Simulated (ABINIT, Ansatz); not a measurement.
# MgH2 (P4_2/mnm): G0W0 with ABINIT, start to end, part 2 of 3

Aim: the G0W0 gap of MgH2 (P4_2/mnm) on PBE, step by step.

ABINIT 10.8.3; PBE and many-body steps on it, plane waves. Known limits of the many-body steps: not at the basis limit; coarse k mesh.

So far. Step 2 (Ground state): The gap is indirect, with the least direct gap 0.77 eV higher.

## Step 3: Bands along the symmetry lines

Level of this step: DFT, PBE, plane waves, norm-conserving pseudopotentials (ABINIT).

The cheap functional maps the bands first; the places of the edges decide which points the dearer methods must see.

File run.abi:

```
acell 3*1.0 Angstrom
rprim 
  4.516800000000 0.000000000000 0.000000000000
  0.000000000000 4.516800000000 0.000000000000
  0.000000000000 0.000000000000 3.020500000000
ntypat 2
znucl 12 1
natom 6
typat 1 1 2 2 2 2
xred 
  0.000000000000 0.000000000000 0.000000000000
  0.500000000000 0.500000000000 0.500000000000
  0.306000000000 0.306000000000 0.000000000000
  0.194000000000 0.806000000000 0.500000000000
  0.694000000000 0.694000000000 0.000000000000
  0.806000000000 0.194000000000 0.500000000000
pp_dirpath "pseudos"
pseudos "Mg.upf, H.upf"
ecut 38
iscf -2
irdden 1
kptopt 0
nkpt 75
kpt 
  0.00000000 0.00000000 0.00000000
  0.00000000 0.06250000 0.00000000
  0.00000000 0.12500000 0.00000000
  0.00000000 0.18750000 0.00000000
  0.00000000 0.25000000 0.00000000
  0.00000000 0.31250000 0.00000000
  0.00000000 0.37500000 0.00000000
  0.00000000 0.43750000 0.00000000
  0.00000000 0.50000000 0.00000000
  0.06250000 0.50000000 0.00000000
  0.12500000 0.50000000 0.00000000
  0.18750000 0.50000000 0.00000000
  0.25000000 0.50000000 0.00000000
  0.31250000 0.50000000 0.00000000
  0.37500000 0.50000000 0.00000000
  0.43750000 0.50000000 0.00000000
  0.50000000 0.50000000 0.00000000
  0.43750000 0.43750000 0.00000000
  0.37500000 0.37500000 0.00000000
  0.31250000 0.31250000 0.00000000
  0.25000000 0.25000000 0.00000000
  0.18750000 0.18750000 0.00000000
  0.12500000 0.12500000 0.00000000
  0.06250000 0.06250000 0.00000000
  0.00000000 0.00000000 0.00000000
  0.00000000 0.00000000 0.06250000
  0.00000000 0.00000000 0.12500000
  0.00000000 0.00000000 0.18750000
  0.00000000 0.00000000 0.25000000
  0.00000000 0.00000000 0.31250000
  0.00000000 0.00000000 0.37500000
  0.00000000 0.00000000 0.43750000
  0.00000000 0.00000000 0.50000000
  0.00000000 0.06250000 0.50000000
  0.00000000 0.12500000 0.50000000
  0.00000000 0.18750000 0.50000000
  0.00000000 0.25000000 0.50000000
  0.00000000 0.31250000 0.50000000
  0.00000000 0.37500000 0.50000000
  0.00000000 0.43750000 0.50000000
  0.00000000 0.50000000 0.50000000
  0.06250000 0.50000000 0.50000000
  0.12500000 0.50000000 0.50000000
  0.18750000 0.50000000 0.50000000
  0.25000000 0.50000000 0.50000000
  0.31250000 0.50000000 0.50000000
  0.37500000 0.50000000 0.50000000
  0.43750000 0.50000000 0.50000000
  0.50000000 0.50000000 0.50000000
  0.43750000 0.43750000 0.50000000
  0.37500000 0.37500000 0.50000000
  0.31250000 0.31250000 0.50000000
  0.25000000 0.25000000 0.50000000
  0.18750000 0.18750000 0.50000000
  0.12500000 0.12500000 0.50000000
  0.06250000 0.06250000 0.50000000
  0.00000000 0.00000000 0.50000000
  0.00000000 0.50000000 0.00000000
  0.00000000 0.50000000 0.06250000
  0.00000000 0.50000000 0.12500000
  0.00000000 0.50000000 0.18750000
  0.00000000 0.50000000 0.25000000
  0.00000000 0.50000000 0.31250000
  0.00000000 0.50000000 0.37500000
  0.00000000 0.50000000 0.43750000
  0.00000000 0.50000000 0.50000000
  0.50000000 0.50000000 0.00000000
  0.50000000 0.50000000 0.06250000
  0.50000000 0.50000000 0.12500000
  0.50000000 0.50000000 0.18750000
  0.50000000 0.50000000 0.25000000
  0.50000000 0.50000000 0.31250000
  0.50000000 0.50000000 0.37500000
  0.50000000 0.50000000 0.43750000
  0.50000000 0.50000000 0.50000000
istwfk *1
nband 19
nbdbuf 2
tolwfr 1e-08
nstep 40
prtwf 0
prtvol 0
indata_prefix "in"
outdata_prefix "out"
tmpdata_prefix "tmp"
```

Launch:

```bash
$ OMP_NUM_THREADS=1 mpirun -n 8 abinit run.abi > log
```

Numbers of over 12 decimals in the logs are rounded to 6 here.

Log:

```text
.Version 10.8.3 of ABINIT. v10.8.2 released Aug 2026.

 Symmetries : space group P4_2/m n m (#136); Bravais tP (primitive tetrag.)
[... echo of the input left out ...]
== DATASET  1 ==================================================================
-   mpi_nproc: 8, omp_nthreads: 1 (-1 if OMP is not activated)

--- !DatasetInfo
iteration_state: {dtset: 1, }
dimensions: {natom: 6, nkpt: 75, mband: 19, nsppol: 1, nspinor: 1, nspden: 1, mpw: 4696, }
cutoff_energies: {ecut:  38.0, pawecutdg:  -1.0, }
electrons: {nelect:   2.40000000E+01, charge:   0.00000000E+00, occopt:   1.00000000E+00, tsmear:   1.00000000E-02, }

 Real(R)+Recip(G) space primitive vectors, cartesian coordinates (Bohr,Bohr^-1):
 R(1)=  8.5355150  0.0000000  0.0000000  G(1)=  0.1171575  0.0000000  0.0000000
 R(2)=  0.0000000  8.5355150  0.0000000  G(2)=  0.0000000  0.1171575  0.0000000
 R(3)=  0.0000000  0.0000000  5.7079178  G(3)=  0.0000000  0.0000000  0.1751952
 Unit cell volume ucvol=  4.1585044E+02 bohr^3
 Angles (23,13,12)=  9.00000000E+01  9.00000000E+01  9.00000000E+01 degrees

 getcut: wavevector=  0.0000  0.0000  0.0000  ngfft=  48  48  32
         ecut(hartree)=     38.000   => boxcut(ratio)=   2.02030

--- Pseudopotential description ------------------------------------------------
- Mg Generated using ONCVPSP code by D. R. Hamann
- 12.00000  10.00000  171031                  znucl, zion, pspdat
12 -101130 1 -1 1510                          pspcod,pspxc,lmax,lloc,mmax
     nproj     2     2
  pspatm : epsatm=    9.22893308
         --- l  ekb(1:nproj) -->
             0    2.250005   -0.808630
             1   -6.469357   -2.503313
 pspatm: atomic psp has been read  and splines computed

- H Generated using ONCVPSP code by D. R. Hamann
-  1.00000   1.00000  171031                  znucl, zion, pspdat
12 -101130 1 -1 1166                          pspcod,pspxc,lmax,lloc,mmax
     nproj     2     1
  pspatm : epsatm=    0.36186929
         --- l  ekb(1:nproj) -->
             0   -1.701123   -0.534484
             1   -0.503321
 pspatm: atomic psp has been read  and splines computed

--------------------------------------------------------------------------------

================================================================================
 prteigrs : about to open file out_EIG
 Non-SCF case, kpt    1 (  0.00000  0.00000  0.00000), residuals and eigenvalues=
  1.90E-09  1.82E-09  1.41E-09  5.53E-09  1.66E-09  4.14E-09  1.23E-09  4.50E-09
  5.70E-09  7.48E-10  3.52E-09  2.40E-09  3.38E-09  9.32E-09  3.34E-09  7.57E-09
[...]
-2.6905E+00 -2.6904E+00 -1.4698E+00 -1.4698E+00 -1.4690E+00 -1.4690E+00
 -1.4681E+00 -1.4680E+00 -2.1923E-01 -3.5928E-02 -3.5928E-02 -1.4231E-03
  1.9137E-01  2.0386E-01  3.5151E-01  3.5151E-01  4.1956E-01  4.2899E-01
  4.6543E-01
 Non-SCF case, kpt    2 (  0.00000  0.06250  0.00000), residuals and eigenvalues=
[...]
Non-SCF case, kpt   74 (  0.50000  0.50000  0.43750), residuals and eigenvalues=
[...]
5.3403E-01
 Non-SCF case, kpt   75 (  0.50000  0.50000  0.50000), residuals and eigenvalues=
[...]
-1.4689E+00 -1.4689E+00 -5.3121E-02 -5.3121E-02 -1.7354E-02 -1.7354E-02
  1.5791E-01  1.5791E-01  1.7039E-01  1.7039E-01  4.9203E-01  4.9203E-01
  5.4006E-01

--- !ResultsGS
iteration_state: {dtset: 1, }
comment   : Summary of ground state results
lattice_vectors:
- [  8.5355150,   0.0000000,   0.0000000, ]
- [  0.0000000,   8.5355150,   0.0000000, ]
- [  0.0000000,   0.0000000,   5.7079178, ]
lattice_lengths: [   8.53551,    8.53551,    5.70792, ]
lattice_angles: [ 90.000,  90.000,  90.000, ] # degrees, (23, 13, 12)
lattice_volume:   4.1585044E+02
convergence: {deltae:  0.000E+00, res2:  0.000E+00, residm:  9.977E-09, diffor:  0.000E+00, }
etotal    :  -1.21164268E+02
entropy   :   0.00000000E+00
fermie    :   1.47601763E-02
cartesian_stress_tensor: null
pressure_GPa: null
xred      :
- [  0.0000E+00,   0.0000E+00,   0.0000E+00, Mg]
- [  5.0000E-01,   5.0000E-01,   5.0000E-01, Mg]
- [  3.0600E-01,   3.0600E-01,   0.0000E+00,  H]
- [  1.9400E-01,   8.0600E-01,   5.0000E-01,  H]
- [  6.9400E-01,   6.9400E-01,   0.0000E+00,  H]
- [  8.0600E-01,   1.9400E-01,   5.0000E-01,  H]
cartesian_forces: null
force_length_stats: {min: null, max: null, mean: null, }

 Integrated electronic density in atomic spheres:
 ------------------------------------------------
 Atom  Sphere_radius  Integrated_density
[...]
================================================================================

 ----iterations are completed or convergence reached----

 Mean square residual over all n,k,spin=   38.705E-10; max=  99.769E-10
 reduced coordinates (array xred) for    6 atoms
[...]
cartesian coordinates (angstrom) at end:
    1      0.000000     0.000000     0.000000
    2      2.258400     2.258400     1.510250
    3      1.382141     1.382141     0.000000
    4      0.876259     3.640541     1.510250
    5      3.134659     3.134659     0.000000
    6      3.640541     0.876259     1.510250
 length scales=  1.889726125908  1.889726125908  1.889726125908 bohr
              =  1.000000000000  1.000000000000  1.000000000000 angstroms
 prteigrs : about to open file out_EIG
 Eigenvalues (hartree) for nkpt=  75  k points:
 kpt#   1, nband= 19, wtk=  1.00000, kpt=  0.0000  0.0000  0.0000 (reduced coord)
[...]
kpt#   2, nband= 19, wtk=  1.00000, kpt=  0.0000  0.0625  0.0000 (reduced coord)
[...]
kpt#   3, nband= 19, wtk=  1.00000, kpt=  0.0000  0.1250  0.0000 (reduced coord)
[...]
kpt#  74, nband= 19, wtk=  1.00000, kpt=  0.5000  0.5000  0.4375 (reduced coord)
[...]
0.48732    0.48732    0.53403
 kpt#  75, nband= 19, wtk=  1.00000, kpt=  0.5000  0.5000  0.5000 (reduced coord)
  -2.69036   -2.69036   -1.46959   -1.46959   -1.46930   -1.46930   -1.46891   -1.46891
  -0.05312   -0.05312   -0.01735   -0.01735    0.15791    0.15791    0.17039    0.17039
   0.49203    0.49203    0.54006

== END DATASET(S) ==============================================================
================================================================================

 -outvars: echo values of variables after computation  --------
            nband          19
             nkpt          75
          spgroup         136
 [... the other variables as echoed above ...]

 Calculation completed.
```

Wall time 9.5 s (8 MPI ranks of Arm Neoverse V1, shared host); peak memory 0.57 GiB; 75 s of CPU time.

Numbers from this step:

```yaml
gap: 3.756 eV
k_of_the_valence_top: 0, 0.25, 0
k_of_the_conduction_bottom: 0.375, 0.375, 0.5
least_direct_gap: 4.523 eV
```

The gap is 3.756 eV, −0.139 eV from the run before at this level.

Electronic bands along the path, in eV, zero at the top of the highest filled band:

| point | band 9 | band 10 | band 11 | band 12 | band 13 | band 14 | band 15 | band 16 |
| --- | --- | --- | --- | --- | --- | --- | --- | --- |
| Γ | -6.37 | -1.38 | -1.38 | -0.44 | 4.81 | 5.15 | 9.16 | 9.16 |
| halfway | -5.96 | -2.94 | -1.11 | 0.00 | 4.80 | 6.52 | 7.18 | 10.09 |
| X | -4.76 | -4.76 | -0.45 | -0.45 | 5.38 | 5.38 | 10.13 | 10.13 |
| halfway | -4.40 | -4.40 | -1.46 | -1.46 | 6.82 | 6.82 | 10.29 | 10.29 |
| M | -3.71 | -3.71 | -2.65 | -2.65 | 9.11 | 9.11 | 9.16 | 9.16 |
| halfway | -5.55 | -2.94 | -2.11 | -0.32 | 5.76 | 6.86 | 8.16 | 10.09 |
| Γ | -6.37 | -1.38 | -1.38 | -0.44 | 4.81 | 5.15 | 9.16 | 9.16 |
| halfway | -5.45 | -0.80 | -0.80 | -0.66 | 5.18 | 5.83 | 7.65 | 9.03 |
| Z | -2.96 | -2.96 | -0.02 | -0.02 | 6.29 | 6.29 | 6.86 | 6.86 |
| halfway | -2.68 | -2.68 | -0.42 | -0.42 | 5.37 | 5.37 | 7.34 | 7.34 |
| R | -2.23 | -2.23 | -1.01 | -1.01 | 5.20 | 5.20 | 6.87 | 6.87 |
| halfway | -2.06 | -2.06 | -0.93 | -0.93 | 4.28 | 4.28 | 5.41 | 5.41 |
| A | -1.85 | -1.85 | -0.87 | -0.87 | 3.90 | 3.90 | 4.23 | 4.23 |
| halfway | -2.47 | -2.39 | -0.70 | -0.49 | 4.18 | 5.07 | 6.00 | 6.68 |
| Z | -2.96 | -2.96 | -0.02 | -0.02 | 6.29 | 6.29 | 6.86 | 6.86 |
| jump to X | -4.76 | -4.76 | -0.45 | -0.45 | 5.38 | 5.38 | 10.13 | 10.13 |
| halfway | -3.91 | -3.91 | -0.26 | -0.26 | 5.88 | 5.88 | 7.33 | 7.33 |
| R | -2.23 | -2.23 | -1.01 | -1.01 | 5.20 | 5.20 | 6.87 | 6.87 |
| jump to M | -3.71 | -3.71 | -2.65 | -2.65 | 9.11 | 9.11 | 9.16 | 9.16 |
| halfway | -2.95 | -2.95 | -1.95 | -1.95 | 6.46 | 6.46 | 6.82 | 6.82 |
| A | -1.85 | -1.85 | -0.87 | -0.87 | 3.90 | 3.90 | 4.23 | 4.23 |

The electronic bands as a text plot (rows in eV, shown from -8.0 to 7.9 only):

```
    7.5 |           ++       +++   ++          +++   +++    +
    6.9 |  +    +     +        ++++  ++       +++++     ++   +
    6.2 |  ++  +     + +      +  +     +      + +++  +       +
    5.5 | +  ++       +++  +++ ++ +++   +    + + + ++ ++      +
    4.9 |+++++          ++++ ++      +++ +   ++++       ++     +
    4.2 |                               +++++ +                 +
    3.6 |                                 ++++
    2.9 |
    2.2 |
    1.6 |
    0.9 |
    0.3 |  *           **        *               **
   -0.4 |** ***       *  ******** ***        ***** *****
   -1.1 |****  *     *   ******      *********          **     **
   -1.7 |**     *   *  **      *         ****                ** *
   -2.4 |        ********       *  ******    ***        ***** **
   -3.0 |  *         **          **             ***    *    **
   -3.7 |   *    ****           *                    **   **
   -4.4 |    * **  **          *                    *
   -5.0 |    **      *        *                    *
   -5.7 |  **         **    **
   -6.3 |**             ****
   -7.0 |
   -7.7 |
         Γ   X    M      Γ       Z    R    A     Z|X    R|M     A
```

## Step 4: Empty states on the mesh, 4×4×4 mesh, 415 bands

The sums over transitions need many empty states on a uniform mesh; this step solves for them.

File run.abi:

```
acell 3*1.0 Angstrom
rprim 
  4.516800000000 0.000000000000 0.000000000000
  0.000000000000 4.516800000000 0.000000000000
  0.000000000000 0.000000000000 3.020500000000
ntypat 2
znucl 12 1
natom 6
typat 1 1 2 2 2 2
xred 
  0.000000000000 0.000000000000 0.000000000000
  0.500000000000 0.500000000000 0.500000000000
  0.306000000000 0.306000000000 0.000000000000
  0.194000000000 0.806000000000 0.500000000000
  0.694000000000 0.694000000000 0.000000000000
  0.806000000000 0.194000000000 0.500000000000
pp_dirpath "pseudos"
pseudos "Mg.upf, H.upf"
ecut 38
ngkpt 4 4 4
nshiftk 1
shiftk 0 0 0
kptopt 1
chksymbreak 0
irdden 1
istwfk *1
nband 415
prtvol 0
optdriver 6
gwr_task "HDIAGO"
paral_kgb 0
occopt 1
indata_prefix "in"
outdata_prefix "out"
tmpdata_prefix "tmp"
```

Log:

```text
[banner, memory and clock lines left out]
.Version 10.8.3 of ABINIT. v10.8.2 released Aug 2026.

 Symmetries : space group P4_2/m n m (#136); Bravais tP (primitive tetrag.)
[... echo of the input left out ...]
== DATASET  1 ==================================================================
-   mpi_nproc: 8, omp_nthreads: 1 (-1 if OMP is not activated)

--- !DatasetInfo
iteration_state: {dtset: 1, }
dimensions: {natom: 6, nkpt: 18, mband: 415, nsppol: 1, nspinor: 1, nspden: 1, mpw: 4696, }
cutoff_energies: {ecut:  38.0, pawecutdg:  -1.0, }
electrons: {nelect:   2.40000000E+01, charge:   0.00000000E+00, occopt:   1.00000000E+00, tsmear:   1.00000000E-02, }

.Using double precision arithmetic; gwpc =  8

- Reading GS density from: in_DEN

--- Pseudopotential description ------------------------------------------------
- Mg Generated using ONCVPSP code by D. R. Hamann
- 12.00000  10.00000  171031                  znucl, zion, pspdat
12 -101130 1 -1 1510                          pspcod,pspxc,lmax,lloc,mmax
     nproj     2     2
  pspatm : epsatm=    9.22893308
         --- l  ekb(1:nproj) -->
             0    2.250005   -0.808630
             1   -6.469357   -2.503313
 pspatm: atomic psp has been read  and splines computed

- H Generated using ONCVPSP code by D. R. Hamann
-  1.00000   1.00000  171031                  znucl, zion, pspdat
12 -101130 1 -1 1166                          pspcod,pspxc,lmax,lloc,mmax
     nproj     2     1
  pspatm : epsatm=    0.36186929
         --- l  ekb(1:nproj) -->
             0   -1.701123   -0.534484
             1   -0.503321
 pspatm: atomic psp has been read  and splines computed

   4.77728240E+02                                ecore*ucvol(ha*bohr**3)

 Total charge density [el/Bohr^3]
)     Maximum=    3.3923E+00  at reduced coord.    0.0000    0.9792    0.9375
)     Minimum=    3.8369E-03  at reduced coord.    0.5000    0.0000    0.2500
   Integrated=    2.4000E+01

 === KS gaps after direct diagonalization ===
 Indirect band gap semiconductor
 Fundamental gap:     3.895 (eV)
   VBM:     0.402 (eV) at k: [ 2.5000E-01,  0.0000E+00,  0.0000E+00]
   CBM:     4.297 (eV) at k: [ 5.0000E-01,  5.0000E-01,  5.0000E-01]
 Direct gap:         4.666 (eV) at k: [ 2.5000E-01,  2.5000E-01,  5.0000E-01]

== END DATASET(S) ==============================================================

 -outvars: echo values of variables after computation  --------
           etotal      0.0000000000E+00
            nband         415
             nkpt          18
          spgroup         136
 [... the other variables as echoed above ...]

 Calculation completed.
```

It took 3.3 min on 8 MPI ranks; peak memory 9.8 GiB.

This step gave:

* gap: 3.895 eV
* k of the valence top: 0.25, 0, 0
* k of the conduction bottom: 0.5, 0.5, 0.5
* least direct gap: 4.666 eV
* k points computed: 18
* lowest point of the top converged band, above the valence top: 191.7578 eV

On this mesh the gap is 3.895 eV.

## Step 5: Screening, 4×4×4 mesh, 407 bands, screening to 272.1 eV

The RPA dielectric matrix is built and inverted for each q.

This step: RPA screening on PBE, plane waves, norm-conserving pseudopotentials.

run.abi, as its differences from that of step 4:

```diff
@@ -24,10 +24,11 @@
 chksymbreak 0
-irdden 1
 istwfk *1
-nband 415
-prtvol 0
-optdriver 6
-gwr_task "HDIAGO"
-paral_kgb 0
 occopt 1
+irdwfk 1
+optdriver 3
+nband 407
+ecuteps 10
+inclvkb 2
+awtr 1
+symchi 1
 indata_prefix "in"
```

Log:

```text
.Version 10.8.3 of ABINIT. v10.8.2 released Aug 2026.

 Symmetries : space group P4_2/m n m (#136); Bravais tP (primitive tetrag.)
[... echo of the input left out ...]
== DATASET  1 ==================================================================
-   mpi_nproc: 8, omp_nthreads: 1 (-1 if OMP is not activated)

--- !DatasetInfo
iteration_state: {dtset: 1, }
dimensions: {natom: 6, nkpt: 18, mband: 407, nsppol: 1, nspinor: 1, nspden: 1, mpw: 4696, }
cutoff_energies: {ecut:  38.0, pawecutdg:  -1.0, }
electrons: {nelect:   2.40000000E+01, charge:   0.00000000E+00, occopt:   1.00000000E+00, tsmear:   1.00000000E-02, }

 SCREENING: Calculation of the susceptibility and dielectric matrices

 Based on a program developped by R.W. Godby, V. Olevano, G. Onida, and L. Reining.
 Incorporated in ABINIT by V. Olevano, G.-M. Rignanese, and M. Torrent.
.Using double precision arithmetic ; gwpc =  8

[... cell and pseudopotentials left out ...]
--------------------------------------------------------------------------------

 ==== K-mesh for the wavefunctions ====
 Number of points in the irreducible wedge :    18
[... list of points left out ...]
 Together with 16 symmetry operations and time-reversal symmetry
 yields    64 points in the full Brillouin Zone.

 ==== Q-mesh for the screening function ====
 Number of points in the irreducible wedge :    18
[... list of points left out ...]
 Together with 16 symmetry operations and time-reversal symmetry
 yields    64 points in the full Brillouin Zone.

 setmesh: FFT mesh size selected  =    36x   36x   24
          total number of points  =        31104

 vcoul_init : cutoff-mode = AUXILIARY_FUNCTION
 q-points for optical limit:   1
     1)      0.000010    0.000020    0.000030

- screening: taking advantage of time-reversal symmetry
- Maximum band index for partially occupied states nbvw = 12
- Remaining bands to be divided among processors   nbcw = 395
- Number of bands treated by each node ~49

 Number of electrons calculated from density =   24.0000; Expected =   24.0000
 average of density, n =  0.057713
 r_s =    1.6053
 omega_plasma =   23.1736 [eV]

 calculating chi0 at frequencies [eV] :
  1    0.000000E+00    0.000000E+00
  2    0.000000E+00    2.317355E+01

--------------------------------------------------------------------------------
  q-point number  1        q = ( 0.000000, 0.000000, 0.000000) [r.l.u.]
--------------------------------------------------------------------------------
[... chi0 elements left out ...]
 For q-point:  0.000010 0.000020 0.000030
  dielectric constant =   3.6657
  dielectric constant without local fields =   4.0631

  Average fulfillment of the sum rule on Im[epsilon] for q-point    1 :     88.28  [%]
[... wings left out ...]
  q-point number  2        q = ( 0.250000, 0.000000, 0.000000) [r.l.u.]
--------------------------------------------------------------------------------
[... chi0 elements left out ...]
  Average fulfillment of the sum rule on Im[epsilon] for q-point    2 :     93.59  [%]

 [... 16 further q-points ...]
```

Run time: 11 min. Hardware: 8 MPI ranks; peak memory 5.8 GiB.

Numbers from this step:

```yaml
eps_infinity_with_local_fields_on_this_mesh_along_the_program_s_q_direction: 3.666
the_same_without_local_fields: 4.063
plasma_frequency: 23.17 eV
plane_waves_in_the_screening_matrix: 617
```

Local fields lower ε∞ by 10 %. On a Γ-centred mesh this coarse the value itself is usually too large, while a short band sum pulls it down.

[end of part 2 of 3]

[Paths, hosts, dates, memory and timing lines, banners, echoed tables and standing remarks are left out of the program output.]

[Logs are printed without paths, hosts, clocks, repeated set-up lines and the standing remarks that a program may print on its own settings, such as how far it seeks lower states.]

[Runs of the session that timed out or met a known fault of the program may be left out.]

[Hosts, paths, dates, database ids (printed as entryN), source tags and the programs' standing remarks are cut or masked in the printed files.]

[G0W0 gaps are taken among the corrected bands and points alone; a level outside them can change the order at an edge.]

[Where Ansatz stands beside ABINIT at settings called matched, ABINIT's density can come from a denser mesh and the files from another edition; pairs whose starting gaps differed by over 0.03 eV were left out, so agreement reads better than it is.]
